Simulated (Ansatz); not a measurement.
# Nb-Al-Nb stack of (111) layers: lattice stability ahead of a resistivity run, part 2 of 3

Question: is the lattice of Nb-Al-Nb stack of (111) layers stable, and if so, what are its coupling constant and resistivity?

Ansatz 0.2.0; DFT LDA, scalar-relativistic, plane waves, PAW; PAW set soft_1.

So far. Step 3 (Tight relaxation): Little changed from the start: no atom moved by 0.005 Å and no cell edge by 0.1 %.

## Step 4: Phonons by linear response: q 2×2×1, k 6×6×1

Couplings are defined for a stable lattice alone, so phonons come first.

Input file input.yaml:

```yaml
crystal:
  lattice:
    - [2.7357215805, 0.0, 0.0]
    - [-1.3678607902, 2.3692043864, 0.0]
    - [0.0, 0.0, 33.1530758754]
  atoms:
    - { symbol: Nb, position: [0.0, 0.0, 0.1645891042] }
    - { symbol: Al, position: [0.3333333333, 0.6666666667, 0.2364266299] }
    - { symbol: Nb, position: [0.6666666667, 0.3333333333, 0.3082641556] }
  periodic: [true, true, false]
kpoints:
  mp_grid: { grid: [6, 6, 1] }
hamiltonian:
  xc: lda
  pseudopotentials: { kind: paw, azcp: { folder: soft_1 }, xc_functional: pbe }
scf:
  occupations: { method: methfessel_paxton, width: 0.2 }
output:
  eigenvalues: true
phonons:
  method: dfpt
  qmesh: [2, 2, 1]
  temperatures: { t_max: 1000, t_step: 50 }
  qpath:
    path:
      - [0.0, 0.0, 0.0]
      - [0.5, 0.0, 0.0]
      - [0.33333333, 0.33333333, 0.0]
      - [0.0, 0.0, 0.0]
    npoints: 10
```

The run is started by

```console
> ansatz run input.yaml --threads 4 --pin off --max-ram 12288MiB --backend cpu --events-out ev --progress --plain --runs-dir out
```

Numbers of over 12 decimals in the logs are rounded to 6 here.

Output:

```text
Warning: crystal.symmetry: narrowed to the stabiliser of the run's FFT grids — unitary ops 12 → 6. A phonons.method: dfpt run fills in the rows of the dynamical matrix that it does not solve by its symmetry operations, which is exact only for operations that map its FFT grids onto themselves: filled in by any other, the frequencies could depend on the order in which like atoms are typed, or, by more than the grids' own error, on where the crystal sits among the grids' points. Excluded: 6 operations. The run can therefore solve more perturbations, solve them on more k-points, or both, and cost more. [rest of the remark cut]
[...]
Crystal: 3 atoms, lattice volume = 214.881 Å³
Basis set: ecut = 420 eV, 4209 PW (Γ), exchange–correlation on 40×40×450 points (8 copies of the dense FFT grid, shifted against one another)
Bands: 19, of which v1, the nominal top of the filled ones, is band 15 counted from 1 (14 counted from 0)
Symmetry: 12 space group operations
k-points: 7 of 36 (irreducible under 6 space group operations, time reversal used)
[...]
SCF iter   1: F=—  HF=-9397.836788 eV  |F-HF|=—  |Δ(HF+E_count)|=         —  Δρ=3.62e-2  dr2=1.41e1  ethr=3.10e-3  ⟨swp⟩=13.3  Hψ=1196  notcnv=0
[...]
SCF iter  16: F=-9395.927972 eV  HF=-9395.927972 eV  |F-HF|=1.22e-10  |Δ(HF+E_count)|=  1.29e-10  S|Δr|=    0.00e0  Δρ=2.70e-8  dr2=3.45e-12  ethr=1.00e-12  ⟨swp⟩=16.3  Hψ=1162  notcnv=0
SCF 1 converged in 16 iterations: F = -9395.927972 eV  dr2 = 3.45e-12
[...]
phonons: the bands overlap, so this run is a metal and interpolates without the dipole-dipole term. If the crystal is really an insulator or semiconductor, its LO-TO splitting is missing
NSCF: frozen V_eff on 7 k-points
[...]
DFPT response loops at q = (0, 0, 0) (fractional): preconditioner auto → none (partly filled bands, converged f_vac=0.702); β = 0.50; Broyden in place of MSR1
[...]
SCF converged after 16 iterations
Stability not checked: this state was not tested for a lower state beside it, because cold or Methfessel-Paxton smearing, or corrected tetrahedra, fill the levels in a way that the test cannot read (fill_not_monotonic; see scf.lower_state_search)
Free energy (F): -9395.927972 eV
[...]
Internal energy: -9395.905346 eV  (E = F + TS)
E sigma→0 (E₀):  -9395.922316 eV
Entropy (-TS):   -0.022627 eV (-7.542 meV/atom)
Fermi energy:    -5.744683 eV
[...]
--- Band table (eV; the first three rows and the last of 7) ---
  k-point 0: bands = [... 11 lower, -7.9588, -5.9019, -5.5139, -5.0909, -5.0909, -5.0908, -5.0908, -1.6160]
  k-point 1: bands = [... 11 lower, -7.4704, -5.9462, -5.9307, -5.8700, -5.8164, -3.9992, -3.9932, -3.2262]
  k-point 2: bands = [... 11 lower, -8.1746, -6.9006, -6.0354, -4.5952, -4.0812, -2.9781, -2.7928, -2.6553]
  k-point 6: bands = [... 11 lower, -7.2278, -5.8028, -5.8028, -5.7277, -5.7213, -5.4973, -5.4973, -2.1334]
--- Phonons (Γ-DFPT): 6 representative perturbations + reference (Σ response iterations 37) ---
  ASR residual: 4.633e-5 → 0.000e0 eV/Å²; symmetrization residual: 6.344e-6 eV/Å²
  The last average, over the group as it would stand without the narrowing to the FFT grids, took up to 5.197e-7 eV/Å² of the zone centre's force constants
  ASR residual per site (eV/Å²): 4.63e-5 9.67e-6 4.53e-5
  Γ frequencies (cm⁻¹): -43.16 -43.16 0.00 0.00 0.00 132.65 138.17 138.17 307.28
--- Phonons (arbitrary-q DFPT): 2 irreducible q on the 2×2×1 mesh ---
  q = [0.0000, 0.0000, 0.0000] (star 1, of the zone-centre solve; hermiticity 1.55e-6, symmetrization 3.83e-12, taken by the last average 6.35e-8): -43.16 -43.16 -0.00 -0.00 0.00 132.65 138.17 138.17 307.28
  q = [0.0000, -0.5000, 0.0000] (star 3, 9 solved perturbations on 13 of 36 k-point pairs; hermiticity 5.92e-6, symmetrization 1.49e-6, taken by the last average 9.68e-8): 40.27 54.86 163.98 171.17 197.17 204.47 213.53 285.35 332.58
  sum rule: each row above includes the acoustic sum rule's correction from the zone centre's row sums; it moved no ω² by more than (0.37 cm⁻¹)²
  mesh force constants: q→R imaginary residual 1.35e-17; ASR residual 4.633e-5 → 0.000e0 eV/Å²; symmetrization residual 7.105e-15 eV/Å²
  interpolated dispersion: 31 rows × 9 modes
  density of states and harmonic sums: on the 26×26×1 q-mesh, interpolated from the force constants of a 2×2×1 supercell (no non-analytic term)
  largest difference from the sums on the solved wave vectors: F 1.93e-1 eV, S 2.86e-4 and C_V 9.33e-5 eV/K
  zero-point energy: 0.094162 eV/cell   skipped modes (ω ≤ 0): 19, of them read as no rigid motion or as one in doubt: 16 (1.627e-1 modes/cell left out, lowest -43.16 cm⁻¹)   left out of the sums: 1.86e-2 of the cell's modes: C_V's classical limit lies that fraction below 3 k_B per atom; for a crystal, a wire or a layer, F and S can be off by more, and a phonons.interpolated_qmesh denser along its periods is the remedy for the sampling
```

Run time: 35 s. Hardware: 4 threads of Arm Neoverse V1, shared host; peak memory 0.65 GiB; 2.1 min of CPU time.

Reading the cycles: dr2 is the Hartree energy of the density residual (eV), the measure of convergence; HF is the Harris–Foulkes estimate of the energy, which meets the free energy F at convergence.

Numbers from this step:

- share of imaginary modes in the plain interpolation between solved wavevectors: 0.0186
- highest frequency, solved or plainly interpolated: 332.6 cm⁻¹

Solved on the 2×2×1 mesh alone; all other wavevectors are interpolated. Phonon branches along the path, in cm⁻¹:

```
  point  branch 1  branch 2  branch 3  branch 4  branch 5  branch 6  branch 7  branch 8  branch 9
      Γ       -43       -43         0         0         0       133       138       138       307
halfway        19        36       105       136       150       160       179       248       300
      M        40        55       164       171       197       204       214       285       333
halfway        91       102       169       174       188       194       242       284       321
      K       136       156       156       157       184       184       285       289       289
halfway        52        61       125       150       153       165       197       264       297
      Γ       -43       -43         0         0         0       133       138       138       307
```

The phonon branches as a text plot (rows in cm⁻¹):

```
    325 |               ************
    309 |*********    **            ****     **          ********
    293 |         ****                  *****************
    278 |           *************************     **
    262 |                            *              **
    246 |         **               **        **
    231 |                       ***            ***    ***
    215 |       **        ******                  **
    200 |             **************                **   **
    184 |     **  ********        ****************    ***
    168 |   **  **  *********************  ***********   ****
    153 | ************  **              ***    ***  ************
    137 |*******  **  **              *******     **  ***  ******
    121 |       **  **              ****   ****     **
    106 |     ******               **        *****    *****
     90 |     ****                **           *****
     74 |   **                  ***               **     ****
     59 |   ****          ********                  **
     43 | **      *************                       ***  *****
     27 | ********  **                                   **
     12 | **      **                                       *****
     -4 |*                                                      *
    -20 |       **                                       **
    -35 |*******                                           ******
         Γ                   M           K                      Γ
```

Among the solved wavevectors the lowest mode, translations apart, is -43.2 cm⁻¹, imaginary.

## Step 5: Lattice stability: q 3×3×1, k 9×9×1

An imaginary mode on so few k-points may come from the sampling, so the phonons are repeated with another q and k mesh.

input.yaml, as its differences from that of step 4:

```diff
@@ -11,3 +11,3 @@
 kpoints:
-  mp_grid: { grid: [6, 6, 1] }
+  mp_grid: { grid: [9, 9, 1] }
 hamiltonian:
@@ -21,3 +21,3 @@
   method: dfpt
-  qmesh: [2, 2, 1]
+  qmesh: [3, 3, 1]
   temperatures: { t_max: 1000, t_step: 50 }
```

Output:

```text
[...]
Crystal: 3 atoms, lattice volume = 214.881 Å³
Basis set: ecut = 420 eV, 4209 PW (Γ), exchange–correlation on 40×40×450 points (8 copies of the dense FFT grid, shifted against one another)
Bands: 19, of which v1, the nominal top of the filled ones, is band 15 counted from 1 (14 counted from 0)
Symmetry: 12 space group operations
k-points: 12 of 81 (irreducible under 6 space group operations, time reversal used)
[...]
SCF iter   1: F=—  HF=-9397.646536 eV  |F-HF|=—  |Δ(HF+E_count)|=         —  Δρ=3.72e-2  dr2=1.47e1  ethr=3.10e-3  ⟨swp⟩=13.2  Hψ=2076  notcnv=0
[...]
SCF iter  13: F=-9395.725144 eV  HF=-9395.725144 eV  |F-HF|=5.46e-11  |Δ(HF+E_count)|=  5.48e-10  S|Δr|=    0.00e0  Δρ=1.89e-8  dr2=1.42e-12  ethr=1.00e-12  ⟨swp⟩=15.4  Hψ=1858  notcnv=0
SCF 1 converged in 13 iterations: F = -9395.725144 eV  dr2 = 1.42e-12
[...]
WARN: eigensolver did not converge in 2 slots of this pass, the one above among them; of largest residual over every band (k=0): 1 band(s) unlocked (lowest unlocked band 18, counted from 0; max residual 5.86e-3 eV among the unlocked bands, 5.86e-3 eV over every band); of lowest unlocked band (k=0): band 18
[...]
SCF converged after 13 iterations
[...]
Free energy (F): -9395.725144 eV
[...]
Internal energy: -9395.708034 eV  (E = F + TS)
E sigma→0 (E₀):  -9395.720867 eV
Entropy (-TS):   -0.017110 eV (-5.703 meV/atom)
Fermi energy:    -5.684730 eV
[...]
--- Band table (eV; the first three rows and the last of 12) ---
  k-point 0: bands = [... 11 lower, -7.9304, -5.8576, -5.4576, -5.0949, -5.0949, -5.0948, -5.0948, -1.6099]
  k-point 1: bands = [... 11 lower, -7.6653, -5.8023, -5.6507, -5.5853, -5.5569, -4.6018, -4.5987, -2.6693]
  k-point 2: bands = [... 11 lower, -7.4900, -6.0757, -6.0582, -5.8651, -5.6926, -3.4032, -3.2103, -3.1980]
  k-point 11: bands = [... 11 lower, -7.2012, -5.7755, -5.7755, -5.7123, -5.7068, -5.4734, -5.4734, -2.1035]
[...]
ASR residual: 2.693e-5 → 0.000e0 eV/Å²; symmetrization residual: 5.730e-6 eV/Å²
[...]
ASR residual per site (eV/Å²): 2.58e-5 1.50e-5 2.69e-5
  Γ frequencies (cm⁻¹): 0.00 0.00 0.00 28.47 28.47 124.31 141.01 141.01 295.26
--- Phonons (arbitrary-q DFPT): 3 irreducible q on the 3×3×1 mesh ---
[...]
q = [0.3333, 0.3333, 0.0000] (star 2, 6 solved perturbations in 192 linear systems a pass and spin channel, the states on 45 of 81 k-point pairs; hermiticity 1.20e-6, symmetrization 8.60e-8, taken by the last average 8.70e-8): -158.36 -158.36 106.32 106.32 159.30 165.03 282.37 282.37 292.50
[...]
interpolated dispersion: 31 rows × 9 modes
[...]
```

It took 1.8 min on 4 threads; peak memory 0.8 GiB.

This step gave:

```yaml
share_of_imaginary_modes_in_the_plain_interpolation_between_solved_wavevectors: 0.2852
highest_frequency_solved_or_plainly_interpolated: 325.5 cm⁻¹
```

Solved on the 3×3×1 mesh alone; all other wavevectors are interpolated. Phonon branches along the path, in cm⁻¹:

```
  point  branch 1  branch 2  branch 3  branch 4  branch 5  branch 6  branch 7  branch 8  branch 9
      Γ         0         0         0        28        28       124       141       141       295
halfway       -85       -61       -45        27        65       115       177       247       288
      M      -103       -75       -31        56       105       107       210       280       326
halfway      -135      -119        66        89       136       137       236       285       314
      K      -158      -158       106       106       159       165       282       282       292
halfway       -83       -55       -12        57        64        96       194       261       286
      Γ         0         0         0        28        28       124       141       141       295
```

The phonon branches as a text plot (rows in cm⁻¹):

```
    315 |               *************
    295 |***************            *****************************
    275 |           ****************  *******     **
    255 |         **                **       **     **
    235 |                         **           ***    ***
    215 |       **        ********                **
    194 |     **    ******                          **   **
    174 |       ****                     **           ***  **
    154 | ******                    ***********          *******
    134 |*******                  ***        **          ********
    114 |       ****      ********    *******  ***    ***
     94 |           ********       ******  ****   ****
     73 |         ******       ******        *****  **
     53 |   ******        *****   *            **************
     33 |***********    **      **                **     ********
     13 | ****                 *                           **
     -7 |*          ****                            *******     *
    -27 | **  **            ***                              ***
    -48 |   ****************                        **     **
    -68 |     ******  **  ****                    **  *****
    -88 |       ******  ****  ****                  *****
   -108 |                   *******            ***
   -128 |                         ***        **
   -148 |                           *********
         Γ                   M           K                      Γ
```

Lowest modes at the softest wavevector of the mesh. The modes at q = (0.333, 0.333, 0.000) (shares of kinetic energy by element, %) (negative means imaginary):

```
mode  frequency (cm⁻¹)  Nb %  Al %
   1            -158.4   100     0
   2            -158.4   100     0
   3             106.3   100     0
   4             106.3   100     0
   5             159.3   100     0
   6             165.0    89    11
```

Displacements in mode 2 (-158.4 cm⁻¹), the largest set to 1, in the home cell (x, y, z of the real part, then of the imaginary part):
```
Nb1 -0.04 -0.02  0.37 -0.02  0.04  0.19
Al2 -0.05  0.04  0.00  0.00 -0.03  0.00
Nb3  0.02  0.00 -1.00  0.00  0.02  0.07
```

Displacements in mode 4 (106.3 cm⁻¹), the largest set to 1, in the home cell (x, y, z of the real part, then of the imaginary part):
```
Nb1  0.87  0.50  0.00  0.50 -0.87  0.00
Al2 -0.03  0.02  0.00 -0.02 -0.03  0.00
Nb3  0.00  0.00 -0.09  0.00  0.00  0.00
```

The modes has structure finer than the step of the table below, so its rows give means over 20 cm⁻¹, whole bins alone (the curve runs from -168 to 345 cm⁻¹). Peaks (cm⁻¹: height): Al 209.1: 0.0178, 286.5: 0.0635; Nb -81.3: 0.0398, -61.9: 0.0328, -20.0: 0.0195, 34.9: 0.0330, 51.0: 0.0284, 99.4: 0.0423, 125.2: 0.0316.

Phonopy on the run's constants, 21x21x1 mesh, Gaussian sigma 3.7 cm⁻¹. Table of modes by wavenumber; means over each step; values in 1/cm⁻¹/cell:

```
wavenumber (cm⁻¹)       Al       Nb
             -140   4.4e-5  0.00877
             -120   1.0e-4   0.0105
             -100   1.8e-4   0.0135
              -80   5.1e-4   0.0321
              -60   6.8e-4   0.0256
              -40   4.7e-4   0.0137
              -20   7.8e-4   0.0167
                0   1.5e-4  0.00196
               20   5.5e-4   0.0120
               40   7.4e-4   0.0260
               60   7.7e-4   0.0272
               80   1.6e-4   0.0210
              100   4.1e-4   0.0357
              120   5.1e-4   0.0265
              140  0.00326   0.0126
              160  0.00722  0.00629
              180  0.00900   3.0e-4
              200   0.0145   3.1e-4
              220   0.0141   2.3e-4
              240  0.00936   9.4e-5
              260  0.00816   1.2e-4
              280   0.0394  0.00350
              300   0.0281  0.00162
              320   0.0108   5.9e-5
```

No LO-TO term; unit eigenvectors of the mass-weighted matrix. Modes at Γ, with each element's share of the kinetic energy:

```
mode  frequency (cm⁻¹)  symmetry  Nb %  Al %
   1               0.0   unnamed    87    13
   2               0.0   unnamed    87    13
   3               0.0   unnamed    87    13
   4              28.5        Eg   100     0
   5              28.5        Eg   100     0
   6             124.3       A1g   100     0
   7             141.0        Eu    13    87
   8             141.0        Eu    13    87
   9             295.3       A2u    13    87
```

Displacements in mode 4 (28.5 cm⁻¹), the largest set to 1:
```
Nb1  0.25 -1.00  0.00
Al2  0.00  0.00  0.00
Nb3 -0.25  1.00  0.00
```

Displacements in mode 7 (141.0 cm⁻¹), the largest set to 1:
```
Nb1 -0.01 -0.15  0.00
Al2  0.06  1.00  0.00
Nb3 -0.01 -0.15  0.00
```

Among the solved wavevectors the lowest mode, translations apart, is -158 cm⁻¹, imaginary.

[end of part 2 of 3]

[Logs are printed without paths, hosts, clocks, repeated set-up lines and the standing remarks that a program may print on its own settings, such as how far it seeks lower states.]

[Hosts, paths, dates, database ids (printed as entryN), source tags and the programs' standing remarks are cut or masked in the printed files.]
